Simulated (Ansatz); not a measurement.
# FeP: spin spirals and exchange

Aim: the energy of FeP as its moments wind into spirals of wavevector q.

Program: Ansatz 0.2.0. Level of theory: PBEsol, PAW set soft_1 (files made for PBE). Results are calculated unless marked as measured.

Most raw output is cut from this account.

**1. The structure**

The structure is orthorhombic, space group Pnma (No. 62). The conventional cell has a = 5.187 Å, b = 3.093 Å, c = 5.793 Å, α = 90.00°, β = 90.00°, γ = 90.00°. Nearest to Fe lie 6 P at 2.26 to 2.35 Å. P has 6 Fe at 2.26 to 2.35 Å nearest. Farther neighbours are not listed.

The cell of this run holds 8 atoms, 4 of them with a starting moment; values «a cell» refer to the cell of the run in question.

**2. Collinear start 1: ferro ++++**

The order that a run ends on hangs on its start, so several orders are typed and the lowest is carried on.

Input file input.yaml:

```yaml
crystal:
  lattice:
    - [5.187, 0.0, 0.0]
    - [0.0, 3.093, 0.0]
    - [0.0, 0.0, 5.793]
  atoms:
    - { symbol: Fe, position: [0.995, 0.75, 0.2], spin: 2.8 }
    - { symbol: Fe, position: [0.005, 0.25, 0.8], spin: 2.8 }
    - { symbol: Fe, position: [0.505, 0.25, 0.7], spin: 2.8 }
    - { symbol: Fe, position: [0.495, 0.75, 0.3], spin: 2.8 }
    - { symbol: P, position: [0.81, 0.75, 0.57] }
    - { symbol: P, position: [0.19, 0.25, 0.43] }
    - { symbol: P, position: [0.69, 0.25, 0.07] }
    - { symbol: P, position: [0.31, 0.75, 0.93] }
magnetization:
  spin_polarized: true
kpoints:
  mp_grid: { grid: [6, 10, 6] }
hamiltonian:
  xc: pbesol
  pseudopotentials: { kind: paw, azcp: { folder: soft_1 }, xc_functional: pbe }
scf:
  occupations: { method: fermi_dirac, width: 0.05 }
  max_iter: 120
  convergence: { dr2_threshold: 1.0e-08 }
  lower_state_search: "off"
output:
  write_density: true
  write_potential: true
  elf: true
  volumetric_format: npy
```

On the command line:

```sh
$ ansatz run input.yaml --threads 2 --pin off --max-ram 5632MiB --backend cpu --events-out ev --progress --plain --runs-dir out
```

Elapsed: 73 s, on 2 threads of Arm Neoverse V1, shared host; peak memory 0.83 GiB.

It ends ferromagnetic, with 0.440 μB on the largest site.

**3. Collinear start 2: antiferro ++--**

input.yaml, the sections that differ from step 2:

```yaml
crystal:
  lattice:
    - [5.187, 0.0, 0.0]
    - [0.0, 3.093, 0.0]
    - [0.0, 0.0, 5.793]
  atoms:
    - { symbol: Fe, position: [0.995, 0.75, 0.2], spin: 2.8 }
    - { symbol: Fe, position: [0.005, 0.25, 0.8], spin: 2.8 }
    - { symbol: Fe, position: [0.505, 0.25, 0.7], spin: -2.8 }
    - { symbol: Fe, position: [0.495, 0.75, 0.3], spin: -2.8 }
    - { symbol: P, position: [0.81, 0.75, 0.57] }
    - { symbol: P, position: [0.19, 0.25, 0.43] }
    - { symbol: P, position: [0.69, 0.25, 0.07] }
    - { symbol: P, position: [0.31, 0.75, 0.93] }
# magnetization, kpoints, hamiltonian, scf: as in step 2
# output: removed
```

Wall time 66 s (2 threads); peak memory 0.98 GiB.

It ends antiferromagnetic, with 0.599 μB on the largest site.

**4. Collinear start 3: antiferro +-+-**

Edit input.yaml of step 3 so:

```diff
@@ -7,4 +7,4 @@
     - { symbol: Fe, position: [0.995, 0.75, 0.2], spin: 2.8 }
-    - { symbol: Fe, position: [0.005, 0.25, 0.8], spin: 2.8 }
-    - { symbol: Fe, position: [0.505, 0.25, 0.7], spin: -2.8 }
+    - { symbol: Fe, position: [0.005, 0.25, 0.8], spin: -2.8 }
+    - { symbol: Fe, position: [0.505, 0.25, 0.7], spin: 2.8 }
     - { symbol: Fe, position: [0.495, 0.75, 0.3], spin: -2.8 }
```

Run time: 1.8 min. Hardware: 2 threads; peak memory 0.86 GiB.

It ends antiferromagnetic, with 0.682 μB on the largest site.

**5. The collinear states**

```csv
typed order,atoms,final state,energy (meV/atom),largest moment (μB)
ferro ++++,8,ferromagnetic,7.79,0.44
antiferro ++--,8,antiferromagnetic,2.77,0.60
antiferro +-+-,8,antiferromagnetic,0.00,0.68
```

The session goes on from the lowest state with moments found, typed antiferro +-+-.

Spin moment in the atom's sphere by atom:

```
atom  spin moment in the atom's sphere (μB)
 Fe1                                  0.682
 Fe2                                 -0.682
 Fe3                                  0.682
 Fe4                                 -0.682
  P5                                  0.000
  P6                                  0.000
  P7                                  0.000
  P8                                  0.000
```

Tables count atoms from 1; parts of the log count from 0.

**6. The same state on a denser mesh**

Levels at the Fermi energy are partly filled, so moments and energy differences can hang on the k-mesh, and the state is solved again on a denser one.

input.yaml, the sections that differ from step 4:

```yaml
crystal:
  lattice:
    - [5.187, 0.0, 0.0]
    - [0.0, 3.093, 0.0]
    - [0.0, 0.0, 5.793]
  atoms:
    - { symbol: Fe, position: [0.995, 0.75, 0.2], spin: 0.68 }
    - { symbol: Fe, position: [0.005, 0.25, 0.8], spin: -0.68 }
    - { symbol: Fe, position: [0.505, 0.25, 0.7], spin: 0.68 }
    - { symbol: Fe, position: [0.495, 0.75, 0.3], spin: -0.68 }
    - { symbol: P, position: [0.81, 0.75, 0.57] }
    - { symbol: P, position: [0.19, 0.25, 0.43] }
    - { symbol: P, position: [0.69, 0.25, 0.07] }
    - { symbol: P, position: [0.31, 0.75, 0.93] }
kpoints:
  mp_grid: { grid: [8, 12, 7] }
basis:
  ecutwfc: 420.0
checkpoint:
  read: start
  write: ck
  compress: false
  write_wavefunctions: false
  write_every: 100000
# magnetization, hamiltonian, scf: as in step 4
```

On the command line:

```sh
$ ansatz run input.yaml --threads 4 --pin off --max-ram 11264MiB --backend cpu --events-out ev --progress --plain --runs-dir out
```

It took 34 s on 4 threads; peak memory 1.1 GiB.

Spin moment in the atom's sphere by atom:

```
atom  spin moment in the atom's sphere (μB)
 Fe1                                  0.681
 Fe2                                 -0.681
 Fe3                                  0.681
 Fe4                                 -0.681
  P5                                  0.000
  P6                                  0.000
  P7                                  0.000
  P8                                  0.000
```

The run ends antiferromagnetic, with a net moment of 0 μB a cell.

Each spiral starts from these moments, tilted 90° from the rotation axis z (a flat spiral); sizes are free, while the program holds flat spirals in their plane. Spin–orbit coupling is switched off, so the energy does not depend on how the axis lies in the crystal. The folder named start holds the saved collinear state, from which each run begins.

The runs on spinors take the mesh 8×12×8.

**7. q = (0, 0, 0)**

The reference is the same input at q = 0, so that basis and exchange-correlation form match those at other q. Every q is chosen so that q/2 is a mesh vector: every spiral then samples the k-points of q = 0, and much mesh noise cancels.

input.yaml, the sections that differ from step 6:

```yaml
crystal:
  lattice:
    - [5.187, 0.0, 0.0]
    - [0.0, 3.093, 0.0]
    - [0.0, 0.0, 5.793]
  atoms:
    - { symbol: Fe, position: [0.995, 0.75, 0.2], spin: 0.68, spin_axis: [1.0, 0.0, 0.0] }
    - { symbol: Fe, position: [0.005, 0.25, 0.8], spin: 0.68, spin_axis: [-1.0, 0.0, 0.0] }
    - { symbol: Fe, position: [0.505, 0.25, 0.7], spin: 0.68, spin_axis: [1.0, 0.0, 0.0] }
    - { symbol: Fe, position: [0.495, 0.75, 0.3], spin: 0.68, spin_axis: [-1.0, 0.0, 0.0] }
    - { symbol: P, position: [0.81, 0.75, 0.57] }
    - { symbol: P, position: [0.19, 0.25, 0.43] }
    - { symbol: P, position: [0.69, 0.25, 0.07] }
    - { symbol: P, position: [0.31, 0.75, 0.93] }
kpoints:
  mp_grid: { grid: [8, 12, 8] }
magnetization:
  noncollinear: true
  spin_spiral: { q: [0.0, 0.0, 0.0] }
checkpoint:
  read: start
# hamiltonian, scf, basis: as in step 6
```

On the command line:

```sh
$ ansatz run input.yaml --threads 2 --pin off --max-ram 5632MiB --backend cpu --events-out ev --progress --plain --runs-dir out
```

Elapsed: 4.4 min, on 2 threads; peak memory 2.4 GiB.

The largest moment is 0.680 μB, against 0.681 μB in the collinear run.

**8. q = (-0.5, -0.5, 0)**

Only q changes. The cell stays that of the crystal, since the generalised Bloch theorem carries the rotation from cell to cell.

Edit input.yaml of step 7 so:

```diff
@@ -28,3 +28,3 @@
   noncollinear: true
-  spin_spiral: { q: [0.0, 0.0, 0.0] }
+  spin_spiral: { q: [-0.5, -0.5, 0.0] }
 checkpoint:
```

Run time: 27 min. Hardware: 2 threads; peak memory 4.9 GiB.

The run was cut off at the time left to it in the session, and no result is taken from it.

**9. q = (-0.5, -0.333, 0)**

Edit input.yaml of step 8 so:

```diff
@@ -28,3 +28,3 @@
   noncollinear: true
-  spin_spiral: { q: [-0.5, -0.5, 0.0] }
+  spin_spiral: { q: [-0.5, -0.33333333, 0.0] }
 checkpoint:
```

Elapsed: 27 min, on 2 threads; peak memory 4.9 GiB.

The run was cut off at the time left to it in the session, and no result is taken from it.

**10. q = (-0.5, -0.167, 0)**

Edit input.yaml of step 9 so:

```diff
@@ -28,3 +28,3 @@
   noncollinear: true
-  spin_spiral: { q: [-0.5, -0.33333333, 0.0] }
+  spin_spiral: { q: [-0.5, -0.16666667, 0.0] }
 checkpoint:
```

Run time: 27 min. Hardware: 2 threads; peak memory 4.9 GiB.

The energy of the cell lies 73.9 meV above that at q = 0, and the largest moment is 0.564 μB against 0.680 μB.

[Logs and program files are shortened in this print: banners, set-up blocks, solver, clock and traceback lines can be left out without a mark of their own.]

[Logs are printed without paths, hosts, clocks, repeated set-up lines and the standing remarks that a program may print on its own settings, such as how far it seeks lower states.]

[Hosts, paths, dates, database ids (printed as entryN), source tags and the programs' standing remarks are cut or masked in the printed files.]
